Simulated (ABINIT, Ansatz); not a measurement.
## Tc (P6_3/mmc): phonons by linear response

Aim: the phonon dispersion of Tc (P6_3/mmc), checked by a second program.

Main program and level: ABINIT 10.8.3; DFT LDA, scalar-relativistic, plane waves, PseudoDojo norm-conserving pseudopotentials.

This is a report of a sequence of runs, with most program output left out.

**1. Set-up**

Symmetry: P6_3/mmc, No. 194, hexagonal system. The conventional cell has a = 2.740 Å, b = 2.740 Å, c = 4.398 Å, α = 90.00°, β = 90.00°, γ = 120.00°. Nearest to Tc lie 12 Tc at 2.71 to 2.74 Å.

Coordinates:

```cif
data_structure
_symmetry_space_group_name_H-M 'P6_3/mmc'
_symmetry_Int_Tables_number 194
_cell_length_a 2.7400
_cell_length_b 2.7400
_cell_length_c 4.3980
_cell_angle_alpha 90.000
_cell_angle_beta 90.000
_cell_angle_gamma 120.000
_cell_volume 28.59
loop_
_atom_site_label
_atom_site_type_symbol
_atom_site_symmetry_multiplicity
_atom_site_Wyckoff_symbol
_atom_site_fract_x
_atom_site_fract_y
_atom_site_fract_z
_atom_site_occupancy
Tc1 Tc 2 c 0.33333 0.66667 0.25000 1
```

**2. A probe with smearing**

A first run with smearing and empty bands tells whether the crystal has a gap, which decides between fixed occupations and smearing later on.

probe.abi

```
# ground state
tolvrs 1.0d-08
prtden 1
prtwf 1

# basis, mesh and filling
ecut 38.0
ngkpt 9 9 4
nshiftk 1
shiftk 0.0 0.0 0.0
istwfk *1
occopt 7
tsmear 0.005
nband 23
nstep 100
diemac 9.0
prtebands 0
prtgsr 0

# cell and atoms
acell 5.177849582 5.177849582 8.311015496
rprim 
    1.0 0.0 0.0
    -0.5 0.8660254038 0.0
    0.0 0.0 1.0
ntypat 1
znucl 43
natom 2
typat 1 1
xred 
    1/3 2/3 0.25
    2/3 1/3 0.75
pp_dirpath "./pseudo"
pseudos "Tc.upf"
```

On the command line:

```sh
OMP_NUM_THREADS=1 mpirun -n 16 abinit probe.abi > probe.log
```

Run time: 8.4 s. Hardware: 16 MPI ranks of Arm Neoverse N1, shared host.

Read from the output:

```
volume per atom   : 14.30 Å³
pressure          : -12.16 GPa
gap on the k-mesh : 0 eV
```

No gap opens on this mesh, so smearing is kept; the printed pressure holds the stress of the finite basis too.

**3. Relaxation**

The harmonic expansion needs vanishing forces, and a free crystal bears no stress, so cell and atoms are brought to rest. Stress is more sensitive to the basis than forces are: the last 3 Ha under the cutoff are smoothed with ecutsm, and the cutoff is raised above that of the later runs.

relax.abi

```
# relaxation
ionmov 2
optcell 2
dilatmx 1.08
ntime 40
tolmxf 1.0d-05
tolvrs 1.0d-14
prtwf 0
prtden 0
chksymtnons 0

# basis, mesh and filling
ecut 47.0
ecutsm 3.0
ngkpt 12 12 6
nshiftk 1
shiftk 0.0 0.0 0.0
istwfk *1
occopt 7
tsmear 0.01
nband 23
nstep 100
diemac 1000000.0
prtebands 0
prtgsr 0

# cell and atoms
acell 5.177849582 5.177849582 8.311015496
rprim 
    1.0 0.0 0.0
    -0.5 0.8660254038 0.0
    0.0 0.0 1.0
ntypat 1
znucl 43
natom 2
typat 1 1
xred 
    1/3 2/3 0.25
    2/3 1/3 0.75
pp_dirpath "./pseudo"
pseudos "Tc.upf"
```

On the command line:

```sh
OMP_NUM_THREADS=1 mpirun -n 16 abinit relax.abi > relax.log
```

Run time: 2.2 min. Hardware: 16 MPI ranks.

Step by step:

```csv
step,energy less that of the first step (eV),largest force (eV/Å),volume (Å³)
1,0.0000,0.0000,28.59
2,-0.0377,0.0000,27.61
3,-0.0379,0.0000,27.57
4,-0.0380,0.0000,27.57
5,-0.0380,0.0000,27.58
6,-0.0380,0.0000,27.58
7,-0.0380,0.0000,27.58
```

```csv
"conventional cell, symmetrised",before,after,change
a (Å),2.740,2.712,-1.0 %
b (Å),2.740,2.712,-1.0 %
c (Å),4.398,4.329,-1.6 %
volume (Å³/atom),14.30,13.79,-3.5 %
```

The relaxed structure:

```
Tc
1.0
     2.71241    0.00000    0.00000
    -1.35620    2.34901    0.00000
     0.00000    0.00000    4.32865
Tc
2
Direct
  0.33333 0.66667 0.25000
  0.66667 0.33333 0.75000
```

Numbers from this step:

```
volume per atom : 13.79 Å³
pressure        : 2.36e-5 GPa
```

The volume changes by -3.5 % in this run and stands -3.5 % from the first cell.

**4. Ground state**

First-order wavefunctions inherit every error of the ground state, hence the very tight tolvrs. Smearing stays on, as the first look found no gap above 0.3 eV.

gs.abi

```
# ground state
tolvrs 1.0d-16
prtden 1
prtwf 1

# basis, mesh and filling
ecut 38.0
ngkpt 12 12 6
nshiftk 1
shiftk 0.0 0.0 0.0
istwfk *1
occopt 7
tsmear 0.01
nband 23
nstep 100
diemac 1000000.0
prtebands 0
prtgsr 0

# cell and atoms
acell 5.125703285 5.125703285 8.179959573
rprim 
    1.0 0.0 0.0
    -0.5 0.8660254038 0.0
    0.0 0.0 1.0
ntypat 1
znucl 43
natom 2
typat 1 1
xred 
    1/3 2/3 0.25
    2/3 1/3 0.75
pp_dirpath "./pseudo"
pseudos "Tc.upf"
```

On the command line:

```sh
OMP_NUM_THREADS=1 mpirun -n 16 abinit gs.abi > gs.log
```

Run time: 15 s. Hardware: 16 MPI ranks; 4 min of CPU time.

This step gave:

```
pressure : -0.6590 GPa
```

The cell stands at -0.66 GPa: the relaxation ran with a smoothed and higher cutoff, and the difference is a stress of the finite basis.

**5. Linear response at Γ**

At q = 0 one unit cell holds all displacements. The response is solved for single atoms along the cell's directions, and symmetry skips those that follow from others. The crystal is treated as a metal, which screens a static field, so no field response is asked.

dfpt_gamma.abi

```

# common to the responses
getwfk_filepath "gso_WFK"
kptopt 2
nqpt 1
qpt 0.0 0.0 0.0
asr 0
chneut 0

# displacements
rfphon 1
rfatpol 1 2
rfdir 1 1 1
tolvrs 1.0d-10
prtwf 0
prtpot 1

# basis, mesh and filling
ecut 38.0
ngkpt 12 12 6
nshiftk 1
shiftk 0.0 0.0 0.0
istwfk *1
occopt 7
tsmear 0.01
nband 23
nstep 100
diemac 1000000.0
prtebands 0
prtgsr 0

# cell and atoms
acell 5.125703285 5.125703285 8.179959573
rprim 
    1.0 0.0 0.0
    -0.5 0.8660254038 0.0
    0.0 0.0 1.0
ntypat 1
znucl 43
natom 2
typat 1 1
xred 
    1/3 2/3 0.25
    2/3 1/3 0.75
pp_dirpath "./pseudo"
pseudos "Tc.upf"
```

On the command line:

```sh
OMP_NUM_THREADS=1 mpirun -n 16 abinit dfpt_gamma.abi > dfpt_gamma.log
```

Elapsed: 73 s, on 16 MPI ranks.

Read from the output:

| Property | Result |
| --- | --- |
| largest acoustic frequency at the zone centre before the sum rule | -3.94 cm⁻¹ |
| highest optical zone-centre mode (no LO-TO term) | 142.6 cm⁻¹ |
| lowest optical zone-centre mode | 125.4 cm⁻¹ |

The acoustic modes at Γ come out as far as 3.9 cm⁻¹ from zero, where they should vanish, a small numerical error.

**6. Phonons on a q mesh**

Linear response treats each wavevector of the 3×3×2 mesh in the unit cell; the first-order potentials are kept for the electron-phonon matrix elements.

dfpt_q.abi

```
ndtset 5

# wavevectors
qpt1 0.3333333333 0.0 0.0
qpt2 0.3333333333 0.3333333333 0.0
qpt3 0.0 0.0 0.5
qpt4 0.3333333333 0.0 0.5
qpt5 0.3333333333 0.3333333333 0.5

# displacements
getwfk_filepath "gso_WFK"
getwfq_filepath "gso_WFK"
kptopt 3
nqpt 1
rfphon 1
rfatpol 1 2
rfdir 1 1 1
tolvrs 1.0d-10
prtwf 0
prtpot 1

# basis, mesh and filling
ecut 38.0
ngkpt 12 12 6
nshiftk 1
shiftk 0.0 0.0 0.0
istwfk *1
occopt 7
tsmear 0.01
nband 23
nstep 100
diemac 1000000.0
prtebands 0
prtgsr 0

# cell and atoms
acell 5.125703285 5.125703285 8.179959573
rprim 
    1.0 0.0 0.0
    -0.5 0.8660254038 0.0
    0.0 0.0 1.0
ntypat 1
znucl 43
natom 2
typat 1 1
xred 
    1/3 2/3 0.25
    2/3 1/3 0.75
pp_dirpath "./pseudo"
pseudos "Tc.upf"
```

On the command line:

```sh
OMP_NUM_THREADS=1 mpirun -n 16 abinit dfpt_q.abi > dfpt_q.log
```

Elapsed: 27 min, on 16 MPI ranks; 7.1 h of CPU time.

Numbers from this step:

```
lowest mode on the q mesh (acoustic ones at the zone centre apart) : 79.36 cm⁻¹
```

Frequencies (cm⁻¹) before the sum rule at the irreducible wavevectors but Γ, which is solved apart; negative means imaginary. Frequencies by wavevector:

```csv
q (fractions),star,mode 1,mode 2,mode 3,mode 4,mode 5,mode 6
0.3333 0 0,6,118.7,126,151.5,189.7,209.4,221.3
0.3333 0.3333 0,2,175.2,191.3,191.3,197.7,231.8,231.8
0 0 0.5,1,103.9,103.9,103.9,103.9,216,216
0.3333 0 0.5,6,149.6,149.6,149.8,149.8,225.5,225.5
0.3333 0.3333 0.5,2,79.36,79.36,199.6,199.6,230.5,230.5
```

**7. Interpolated phonon bands**

anaddb transforms the dynamical matrices to force constants and back along the path; points of the mesh come back as solved, but for the sum rule and, in polar crystals, the LO-TO term at Γ; the rest is interpolation.

anaddb.abi

```
ddb_filepath "all_DDB"
output_file "anaddb.abo"
outdata_prefix "anaddb"
ifcflag 1
ngqpt 3 3 2
nqshft 1
q1shft 0.0 0.0 0.0
asr 1
chneut 0
dipdip 0
dipquad 0
quadquad 0
enunit 0
eivec 0
nph1l 93
qph1l 
    0.0 0.0 0.0 1.0
    0.05 0.0 0.0 1.0
    0.1 0.0 0.0 1.0
    0.15 0.0 0.0 1.0
    0.2 0.0 0.0 1.0
    0.25 0.0 0.0 1.0
    0.3 0.0 0.0 1.0
    0.35 0.0 0.0 1.0
    0.4 0.0 0.0 1.0
    0.45 0.0 0.0 1.0
    0.5 0.0 0.0 1.0
    0.48333333 0.03333333 0.0 1.0
    0.46666667 0.06666667 0.0 1.0
    0.45 0.1 0.0 1.0
    0.43333333 0.13333333 0.0 1.0
    0.41666667 0.16666667 0.0 1.0
    0.4 0.2 0.0 1.0
    0.38333333 0.23333333 0.0 1.0
    0.36666667 0.26666667 0.0 1.0
    0.35 0.3 0.0 1.0
    0.33333333 0.33333333 0.0 1.0
    0.3 0.3 0.0 1.0
    0.26666667 0.26666667 0.0 1.0
    0.23333333 0.23333333 0.0 1.0
    0.2 0.2 0.0 1.0
    0.16666667 0.16666667 0.0 1.0
    0.13333333 0.13333333 0.0 1.0
    0.1 0.1 0.0 1.0
    0.06666667 0.06666667 0.0 1.0
    0.03333333 0.03333333 0.0 1.0
    0.0 0.0 0.0 1.0
    0.0 0.0 0.05 1.0
    0.0 0.0 0.1 1.0
    0.0 0.0 0.15 1.0
    0.0 0.0 0.2 1.0
    0.0 0.0 0.25 1.0
    0.0 0.0 0.3 1.0
    0.0 0.0 0.35 1.0
    0.0 0.0 0.4 1.0
    0.0 0.0 0.45 1.0
    0.0 0.0 0.5 1.0
    0.05 0.0 0.5 1.0
    0.1 0.0 0.5 1.0
    0.15 0.0 0.5 1.0
    0.2 0.0 0.5 1.0
    0.25 0.0 0.5 1.0
    0.3 0.0 0.5 1.0
    0.35 0.0 0.5 1.0
    0.4 0.0 0.5 1.0
    0.45 0.0 0.5 1.0
    0.5 0.0 0.5 1.0
    0.48333333 0.03333333 0.5 1.0
    0.46666667 0.06666667 0.5 1.0
    0.45 0.1 0.5 1.0
    0.43333333 0.13333333 0.5 1.0
    0.41666667 0.16666667 0.5 1.0
    0.4 0.2 0.5 1.0
    0.38333333 0.23333333 0.5 1.0
    0.36666667 0.26666667 0.5 1.0
    0.35 0.3 0.5 1.0
    0.33333333 0.33333333 0.5 1.0
    0.3 0.3 0.5 1.0
    0.26666667 0.26666667 0.5 1.0
    0.23333333 0.23333333 0.5 1.0
    0.2 0.2 0.5 1.0
    0.16666667 0.16666667 0.5 1.0
    0.13333333 0.13333333 0.5 1.0
    0.1 0.1 0.5 1.0
    0.06666667 0.06666667 0.5 1.0
    0.03333333 0.03333333 0.5 1.0
    0.0 0.0 0.5 1.0
    0.5 0.0 0.5 1.0
    0.5 0.0 0.45 1.0
    0.5 0.0 0.4 1.0
    0.5 0.0 0.35 1.0
    0.5 0.0 0.3 1.0
    0.5 0.0 0.25 1.0
    0.5 0.0 0.2 1.0
    0.5 0.0 0.15 1.0
    0.5 0.0 0.1 1.0
    0.5 0.0 0.05 1.0
    0.5 0.0 0.0 1.0
    0.33333333 0.33333333 0.5 1.0
    0.33333333 0.33333333 0.45 1.0
    0.33333333 0.33333333 0.4 1.0
    0.33333333 0.33333333 0.35 1.0
    0.33333333 0.33333333 0.3 1.0
    0.33333333 0.33333333 0.25 1.0
    0.33333333 0.33333333 0.2 1.0
    0.33333333 0.33333333 0.15 1.0
    0.33333333 0.33333333 0.1 1.0
    0.33333333 0.33333333 0.05 1.0
    0.33333333 0.33333333 0.0 1.0
```

mrgddb.in

```
all_DDB
merged
6
dfpt_gammao_DDB
dfpt_qo_DS1_DDB
dfpt_qo_DS2_DDB
dfpt_qo_DS3_DDB
dfpt_qo_DS4_DDB
dfpt_qo_DS5_DDB
```

On the command line:

```sh
mrgddb < mrgddb.in > mrgddb.log
OMP_NUM_THREADS=1 anaddb anaddb.abi > anaddb.log
```

It took 0.59 s on 1 thread.

Numbers from this step:

```yaml
lowest_frequency_on_the_path: 0 cm⁻¹
```

Anaddb. The phonon branches at the labelled points (cm⁻¹):

```csv
point,branch 1,branch 2,branch 3,branch 4,branch 5,branch 6
Γ,0,0,0,126,143,143
halfway,100,105,147,167,174,196
M,133,142,157,214,235,248
halfway,157,159,176,208,233,242
K,175,191,191,198,232,232
halfway,119,122,155,173,189,204
Γ,0,0,0,126,143,143
halfway,57,57,133,133,147,181
A,104,104,104,104,216,216
halfway,136,136,159,159,210,210
L,124,124,161,161,246,246
halfway,104,104,180,180,239,239
H,79,79,200,200,230,230
halfway,143,143,160,160,212,212
A,104,104,104,104,216,216
jump to L,124,124,161,161,246,246
halfway,117,151,161,180,239,250
M,133,142,157,214,235,248
jump to H,79,79,200,200,230,230
halfway,144,144,186,201,233,233
K,175,191,191,198,232,232
```

All branches are real along the path.

**8. Sums over the zone**

Sums over the zone need many more wavevectors than were solved, so the interpolation is sampled on a dense mesh.

anaddb.abi

```
ddb_filepath "all_DDB"
output_file "anaddb.abo"
outdata_prefix "anaddb"
ifcflag 1
ngqpt 3 3 2
nqshft 1
q1shft 0.0 0.0 0.0
asr 1
chneut 0
dipdip 0
dipquad 0
quadquad 0
prtdos 2
ng2qpt 19 19 10
dosdeltae 4.5563e-06
ntemper 11
temperinc 100.0
tempermin 0.0
```

On the command line:

```sh
OMP_NUM_THREADS=1 anaddb anaddb.abi > anaddb.log
```

The job ended after 0.79 s (1 thread).

Read from the output:

- share of modes beyond 3i cm⁻¹ on the dense interpolated mesh: 0
- zero-point energy per atom: 31.61 meV
- heat capacity at 300 K: 23.54 J/(mol atoms K)
- vibrational entropy at 300 K: 31.65 J/(mol atoms K)

The phonon density of states has structure finer than the step of the table below, so its rows give means over 10 cm⁻¹, whole bins alone (the curve runs from -30 to 262 cm⁻¹). Peaks (cm⁻¹: height): 143.0: 0.0639, 161.0: 0.0733, 209.0: 0.0373, 232.0: 0.104.

Tetrahedra. Phonon density of states against wavenumber; means over each step:

```csv
wavenumber (cm⁻¹),phonon density of states (1/cm⁻¹/cell)
0,5.0e-7
10,3.4e-5
20,1.3e-4
30,4.0e-4
40,7.3e-4
50,0.00124
60,0.00192
70,0.00287
80,0.00419
90,0.00716
100,0.0114
110,0.0190
120,0.0323
130,0.0484
140,0.0549
150,0.0538
160,0.0652
170,0.0508
180,0.0356
190,0.0299
200,0.0258
210,0.0272
220,0.0238
230,0.0568
240,0.0372
250,0.00700
```

Harmonic thermodynamic functions per atom, summed over the density of states scaled to three modes an atom; melting is ignored. Thermodynamic functions:

```csv
T (K),F_vib (meV/atom),S (J/mol-atom/K),C_V (J/mol-atom/K)
0,31.61,0,0
50,31.4,1.82,5.516
100,28.66,9.089,15.52
200,11.93,22.39,21.93
300,-16.34,31.65,23.54
400,-52.86,38.51,24.14
500,-95.68,43.93,24.42
600,-143.6,48.4,24.58
700,-195.8,52.2,24.68
800,-251.6,55.5,24.74
900,-310.7,58.41,24.78
1000,-372.6,61.03,24.81
```

At 300 K the heat capacity has reached 94 % of the Dulong-Petit value.

**9. Cross-check with Ansatz**

A second program on the same cell, potentials, cutoff and meshes tests the implementation of the phonon response, not its convergence.

This step: DFT LDA, scalar-relativistic, plane waves, PseudoDojo norm-conserving pseudopotentials (Ansatz 0.2.0).

input.yaml

```yaml
crystal:
  lattice:
    - [2.7124053682, 0.0, 0.0]
    - [-1.3562026841, 2.3490119542, 0.0]
    - [0.0, 0.0, 4.328648192]
  atoms:
    - { symbol: Tc, position: [0.3333333333, 0.6666666667, 0.25] }
    - { symbol: Tc, position: [0.6666666667, 0.3333333333, 0.75] }
kpoints:
  mp_grid: { grid: [12, 12, 6] }
hamiltonian:
  xc: lda
  pseudopotentials: { kind: nc, accuracy: standard }
scf:
  occupations: { method: gaussian, width: 0.27211 }
output:
  eigenvalues: true
basis:
  ecutwfc: 1034.033
phonons:
  method: dfpt
  qmesh: [3, 3, 2]
  temperatures: { t_max: 1000, t_step: 50 }
  qpath:
    path:
      - [[0.0, 0.0, 0.0], [0.5, 0.0, 0.0], [0.33333333, 0.33333333, 0.0], [0.0, 0.0, 0.0], [0.0, 0.0, 0.5], [0.5, 0.0, 0.5], [0.33333333, 0.33333333, 0.5], [0.0, 0.0, 0.5]]
      - [[0.5, 0.0, 0.5], [0.5, 0.0, 0.0]]
      - [[0.33333333, 0.33333333, 0.5], [0.33333333, 0.33333333, 0.0]]
    npoints: 10
  electrical_resistivity: { temperatures: [77, 300], mesh: [24, 24, 12] }
```

On the command line:

```sh
ansatz run input.yaml --threads 16 --pin off --max-ram 32768MiB --backend cpu --events-out ev --progress --plain --runs-dir out
```

Wall time 3.9 min (16 threads); peak memory 2.1 GiB.

Read from the output:

| Property | Result |
| --- | --- |
| sum-rule residual before enforcement | 2.10e-4 eV/Å² |
| mean frequency | 171 cm⁻¹ |
| Debye temperature (second moment) | 328 K |
| logarithmic mean frequency | 164.9 cm⁻¹ |
| highest optical zone-centre mode (no LO-TO term) | 143.2 cm⁻¹ |
| lowest optical zone-centre mode | 126.2 cm⁻¹ |
| lowest mode on the q mesh (acoustic ones at the zone centre apart) | 79.84 cm⁻¹ |
| zero-point energy per atom | 31.8 meV |
| heat capacity at 300 K | 23.52 J/(mol atoms K) |
| vibrational entropy at 300 K | 31.52 J/(mol atoms K) |

**10. The two compared: ABINIT PseudoDojo and Ansatz, PseudoDojo**

Worked out from the results:

- root-mean-square difference: 0.91 cm⁻¹
- largest difference: 1.2 cm⁻¹
- root-mean-square difference on the path: 0.9 cm⁻¹
- largest difference on the path: 1.3 cm⁻¹

The 12 of 33 modes that differ most. Frequencies side by side:

```csv
q (reciprocal lattice),mode,ABINIT PseudoDojo (cm⁻¹),"Ansatz, PseudoDojo (cm⁻¹)"
0.3333 0 0,4,189.7,190.8
0.3333 0 0,5,209.4,210.5
0.3333 0 0,6,221.3,222.4
0.3333 0.3333 0,4,197.7,198.7
0.3333 0.3333 0,5,231.8,232.9
0.3333 0.3333 0,6,231.8,232.9
0 0 0.5,5,216,217.1
0 0 0.5,6,216,217.1
0.3333 0 0.5,5,225.5,226.6
0.3333 0 0.5,6,225.5,226.6
0.3333 0.3333 0.5,5,230.5,231.7
0.3333 0.3333 0.5,6,230.5,231.7
```

The interpolated bands of the two lie on top of each other.

At the solved wavevectors the largest difference (acoustic modes at Γ apart) is 0.5 % of the highest mode.

**11. What came out**

```
space group after relaxation                                       : P6_3/mmc
volume per atom                                                    : 13.8 Å³
highest optical zone-centre mode (no LO-TO term)                   : 142.6 cm⁻¹
lowest optical zone-centre mode                                    : 125.4 cm⁻¹
q mesh                                                             : 3×3×2
lowest mode on the q mesh (acoustic ones at the zone centre apart) : 79.4 cm⁻¹
zero-point energy per atom                                         : 31.6 meV
heat capacity at 300 K                                             : 23.5 J/(mol atoms K)
vibrational entropy at 300 K                                       : 31.6 J/(mol atoms K)
imaginary modes on the q mesh                                      : none
largest difference from Ansatz, PseudoDojo                         : 1.2 cm⁻¹
```

**Reading.** Tc (P6_3/mmc) is dynamically stable on the 3×3×2 mesh; its spectrum reaches 250 cm⁻¹. At the LDA level the optical modes of Tc (P6_3/mmc) at the zone centre run from 125 to 143 cm⁻¹. Along axes with an odd number of divisions the mesh misses the zone-boundary points at one half, where instabilities often lie; those are only interpolated. The base run prints -0.66 GPa, mostly the error of a finite basis; the relaxation, with a smoothed and higher cutoff, had brought the cell to rest. ABINIT PseudoDojo and Ansatz, PseudoDojo differ by 0.9 cm⁻¹ in the root mean square and by 1.2 cm⁻¹ at most, 0.5 % of the highest mode compared (acoustic modes at Γ left out; ABINIT's values are those before the sum rule). These are harmonic frequencies at zero temperature: anharmonic shifts and linewidths and thermal expansion are left out. In a metal the frequencies hang on the k mesh and the smearing, most of all near Kohn anomalies. Ansatz warns that the cutoff lies 14 % under the one recommended for these files; agreement at one cutoff is not convergence. Electron-phonon sums were run after this but are left out, since no second program bore their λ out within 30 %; a λ that a log prints is not taken as a result. The q mesh stands for a supercell only 8.1 Å across, so branches between the solved wavevectors are rough.

[Host names and launcher messages were left out of these logs when they were recorded.]

[Logs are printed without paths, hosts, clocks, repeated set-up lines and the standing remarks that a program may print on its own settings, such as how far it seeks lower states.]

[Hosts, paths, dates, database ids (printed as entryN), source tags and the programs' standing remarks are cut or masked in the printed files.]
